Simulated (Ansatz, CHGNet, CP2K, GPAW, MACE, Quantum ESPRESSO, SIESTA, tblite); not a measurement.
# GPAW on random packing of Si31O39C14H16 (at. %) (83 atoms): settings against a plane-wave reference, part 2 of 2

How do the settings of GPAW change the result for random packing of Si31O39C14H16 (at. %) (83 atoms)? A plane-wave run serves as the yardstick.

Program: GPAW 26.7.0; the method stands at each step. Banners, paths, timers and routine set-up lines are dropped from the logs unmarked, and long logs keep their key lines alone; longer cuts are marked.

So far. Step 2 (PBE, LCAO dzp, h 0.18 Å): Forces lie 8.9 % from the reference's, at 7.2 times its CPU time (on 1 against 8 cores). Step 3 (PBE, grid h 0.2 Å): Against the first run (8.9 %), the force difference from the reference is 1.9 %, at 1.8 times the CPU time (on 2 against 1 cores).

## Step 4: RPBE, LCAO dzp, h 0.18 Å

Method: Kohn-Sham DFT, RPBE, PAW, atomic orbitals (dzp).

The input, run.py:

```python
import numpy as np
from ase.io import read
from gpaw import GPAW, FermiDirac

atoms = read("structure.xyz")
atoms.calc = GPAW(
    mode="lcao",
    basis="dzp",
    h=0.18,
    xc="RPBE",
    kpts={"size": (1, 1, 1), "gamma": True},
    occupations=FermiDirac(0.05),
    maxiter=200,
    symmetry={"point_group": False},
    txt="gpaw.txt",
)
energy = atoms.get_potential_energy(force_consistent=True)
forces = atoms.get_forces()
print(f"energy {energy:.6f} eV")
print("forces (eV/A)")
for i, (a, f) in enumerate(zip(atoms, forces)):
    print(f"{i:4d} {a.symbol:2s} {f[0]:10.5f} {f[1]:10.5f} {f[2]:10.5f}")
print(f"Fermi level {atoms.calc.get_fermi_level():.4f} eV")
for k in range(len(atoms.calc.get_ibz_k_points())):
    for s in range(atoms.calc.get_number_of_spins()):
        e = atoms.calc.get_eigenvalues(kpt=k, spin=s)
        n = np.searchsorted(e, atoms.calc.get_fermi_level())
        print(f"k {k} spin {s} levels about the Fermi level:", np.round(e[max(n - 6, 0):n], 4).tolist(), "|", np.round(e[n:n + 6], 4).tolist())
```

The input, structure.xyz:

```xyz
83
Lattice="10.05190 0.00000 0.00000 0.00000 10.05190 0.00000 0.00000 0.00000 10.05190" Properties=species:S:1:pos:R:3 pbc="T T T"
[... 83 atom lines left out: the same atoms as in the first run ...]
```

Command:

```
$ OMP_NUM_THREADS=1 python run.py > output.txt
```

Log:

```text
energy -322.737295 eV
forces (eV/A)
   0 Si   -1.51742   -0.56665   -2.10338
   1 Si    3.01427    0.81134    0.24410
   2 Si   -3.82646    1.09184    2.10004
   3 Si   -8.48954   -1.88208    1.43329
   4 Si   -0.28973    2.95102   -0.35628
   5 Si   -0.52490    0.39960   -2.82138
[...]
80 H     1.01190    0.60086   -0.53320
  81 H    -0.60373   -0.47535   -0.04650
  82 H     0.25684    0.53364    0.28434
Fermi level 3.7578 eV
k 0 spin 0 levels about the Fermi level: [3.5116, 3.5415, 3.609, 3.6201, 3.6847, 3.7195] | [3.7688, 3.7979, 3.817, 3.8766, 3.9076, 3.9874]
```

gpaw.txt:

```text
Input parameters:
  mode=LCAO(),
  basis={'default': 'dzp'},
  h=0.18,
  kpts=MonkhorstPack(size=(1, 1, 1), gamma=True),
  maxiter=200,
  occupations=Occupations(name='fermi-dirac', width=0.05, fixmagmom=False),
[... lines left out ...]
  Fermi-Dirac:
[... lines left out ...]
convergence criteria:
- Maximum [total energy] change in last 3 cyles: 0.0005 eV / valence electron
[... lines left out ...]
Converged in 30 steps
[... lines left out ...]
  Free energy:    -322.737295
[... lines left out ...]
Fermi level: 3.758
[... lines left out ...]
|        ... |               |           |
|        218 |         6.228 |     0.000 |
Gap: 0.049 eV
Transition (v -> c):
  (s=0, k=0, n=177, [0.00, 0.00, 0.00]) -> (s=0, k=0, n=178, [0.00, 0.00, 0.00])
No difference between direct/indirect transitions
Force computation time: 17.688  # s
timing:  # [seconds]
  Total:  268.230  # ━━━━━━━━━━━━━━━━━━━━━━━━━━━━━━━━━━━━━━━━━━━━━━━━━━━━━━━━
  Init:     7.028  # ━╸
  SCF:    243.488  # ━━━━━━━━━━━━━━━━━━━━━━━━━━━━━━━━━━━━━━━━━━━━━━━━━━━
  Forces:  17.688  # ━━━╸
```

Elapsed: 4.5 min, on 1 thread of Arm Neoverse V2, shared host; peak memory 1.3 GiB.

Compared with the plane-wave run:

```
r.m.s. force component                  : 1.805 eV/Å
r.m.s. difference of force components   : 180.1 meV/Å
longest difference of force vectors     : 757.7 meV/Å
force difference over r.m.s. force      : 9.725 %
slope of forces against the reference's : 0.9705
correlation of force components         : 0.9955
```

Against the first run (8.9 %), the force difference from the reference is 9.7 %, at 1.0 times the CPU time; the model has changed, so this is no error of the program alone.

## Step 5: PBE, LCAO sz(dzp), h 0.18 Å

Method: Kohn-Sham DFT, PBE, PAW, atomic orbitals (sz(dzp)).

run.py, as its differences from that of step 4:

```diff
@@ -7,5 +7,5 @@
     mode="lcao",
-    basis="dzp",
+    basis="sz(dzp)",
     h=0.18,
-    xc="RPBE",
+    xc="PBE",
     kpts={"size": (1, 1, 1), "gamma": True},
```

structure.xyz is that of step 4.

Log:

```text
energy -277.050162 eV
forces (eV/A)
   0 Si   -0.10121   -0.63409   -0.93006
   1 Si    2.41521    0.28882   -0.08526
   2 Si   -6.46733    1.42507    3.79069
   3 Si  -12.45067   -1.76490    1.66938
   4 Si   -0.79198    3.27936   -1.16111
   5 Si    0.55718   -0.44523   -5.82167
[...]
80 H     0.87060   -0.06230   -0.73689
  81 H    -0.50266   -0.65490    0.29873
  82 H    -0.24434    0.45524    0.29824
Fermi level 4.2742 eV
k 0 spin 0 levels about the Fermi level: [4.03, 4.0727, 4.108, 4.1613, 4.1969, 4.2479] | [4.2856, 4.3102, 4.3436, 4.3682, 4.4115, 4.4537]
```

gpaw.txt:

```text
Input parameters:
  mode=LCAO(),
  basis={'default': 'sz(dzp)'},
  h=0.18,
  kpts=MonkhorstPack(size=(1, 1, 1), gamma=True),
  maxiter=200,
  occupations=Occupations(name='fermi-dirac', width=0.05, fixmagmom=False),
[... lines left out ...]
  Fermi-Dirac:
[... lines left out ...]
convergence criteria:
- Maximum [total energy] change in last 3 cyles: 0.0005 eV / valence electron
[... lines left out ...]
Converged in 29 steps
[... lines left out ...]
  Free energy:    -277.050162
[... lines left out ...]
Fermi level: 4.274
[... lines left out ...]
|        ... |               |           |
|        218 |         6.623 |     0.000 |
Gap: 0.038 eV
Transition (v -> c):
  (s=0, k=0, n=177, [0.00, 0.00, 0.00]) -> (s=0, k=0, n=178, [0.00, 0.00, 0.00])
No difference between direct/indirect transitions
Force computation time: 3.911  # s
timing:  # [seconds]
  Total:  80.319  # ━━━━━━━━━━━━━━━━━━━━━━━━━━━━━━━━━━━━━━━━━━━━━━━━━━━━━━━━━
  Init:    5.411  # ━━━━
  SCF:    70.972  # ━━━━━━━━━━━━━━━━━━━━━━━━━━━━━━━━━━━━━━━━━━━━━━━━━━╸
  Forces:  3.911  # ━━━
```

Elapsed: 81 s, on 1 thread; peak memory 1 GiB.

Numbers from this run, and their distance from the reference:

```yaml
r_m_s_force_component: 2.046 eV/Å
r_m_s_difference_of_force_components: 1135 meV/Å
longest_difference_of_force_vectors: 5016 meV/Å
force_difference_over_r_m_s_force: 61.32 %
slope_of_forces_against_the_reference_s: 0.9225
correlation_of_force_components: 0.8348
```

This is a coarse setting, run to see what it loses.

Against the first run (8.9 %), the force difference from the reference is 61 %, at 0.31 times the CPU time, with 293 basis functions against 975: the smaller basis costs accuracy.

## Step 6: All runs compared

Differences are against the plane-wave reference, forces as r.m.s. over components; share is that over the reference's r.m.s. force, slope the least-squares factor from reference forces to these. Total energies of different programs have different zeros and aren't compared.

| run | Δ force, r.m.s. (meV/Å) | share (%) | slope | cores | CPU time | memory (GiB) |
| --- | --- | --- | --- | --- | --- | --- |
| reference | - | - | - | 8 | 36 s | 1.2 |
| GPAW PBE, LCAO dzp, h 0.18 Å | 165 | 8.92 | 0.968 | 1 | 4.4 min | 1.3 |
| GPAW PBE, grid h 0.2 Å | 34.6 | 1.87 | 0.997 | 2 | 8.1 min | 1.8 |
| GPAW RPBE, LCAO dzp, h 0.18 Å | 180 | 9.73 | 0.971 | 1 | 4.5 min | 1.3 |
| GPAW PBE, LCAO sz(dzp), h 0.18 Å (coarse) | 1135 | 61.3 | 0.922 | 1 | 81 s | 1.0 |

Rows marked coarse were listed beforehand as settings not expected to be converged; some can still land near the reference.

CPU time is summed over cores on a shared host, where runs went side by side, so it is rough. Symmetry, cutoffs, thresholds, outputs and thread counts weren't matched or tuned between programs; memory under MPI is the largest rank's times the ranks.

## Step 7: Outcome

* nearest in forces: GPAW PBE, grid h 0.2 Å, 1.9 %
* its CPU time: 8.1 min

**Reading.** PBE on plane waves or a grid with other potentials, cutoffs or grids, coarse settings apart, differs from the reference by 1.9 % (GPAW PBE, grid h 0.2 Å) of the r.m.s. force; this holds the reference's own error, so differences of a few per cent don't tell which side is nearer the exact PBE result. The PBE run in local orbitals, coarse settings apart, differs by 8.9 % (GPAW PBE, LCAO dzp, h 0.18 Å); basis, grid and potentials can all enter. Rows with another functional or a dispersion term differ by 9.7 % (GPAW RPBE, LCAO dzp, h 0.18 Å), which mixes the change of model with differences of basis and potentials. Runs with settings chosen to be coarse differ by 61 % (GPAW PBE, LCAO sz(dzp), h 0.18 Å), their programs' other errors included. None of the electronic-structure runs in the table takes under half the reference's CPU time of 36 s; they take 2.2 to 13 times as much. The electron count is odd in these runs, and they have no spin polarisation, so the unpaired electron is spread evenly over both spins. The reference's stress is far from hydrostatic: its diagonal is -15.1, -9.7, -12.1 GPa, compression counted positive. The reference's pressure of -12 GPa belongs to a cell and atoms that aren't relaxed at this level. The electron count is odd and the run has no spin polarisation, so levels at the top are partly filled by construction. The electronic-structure runs sample only Γ, in a cell whose shortest periodic width is 10 Å, which is coarse for a cell with partly filled levels.

[Also dropped from logs without a mark: logging warnings of Python, and SIESTA's first energy breakdown and zero terms.]

[Logs are printed without paths, hosts, clocks, repeated set-up lines and the standing remarks that a program may print on its own settings, such as how far it seeks lower states.]

[Hosts, paths, dates, database ids (printed as entryN), source tags and the programs' standing remarks are cut or masked in the printed files.]
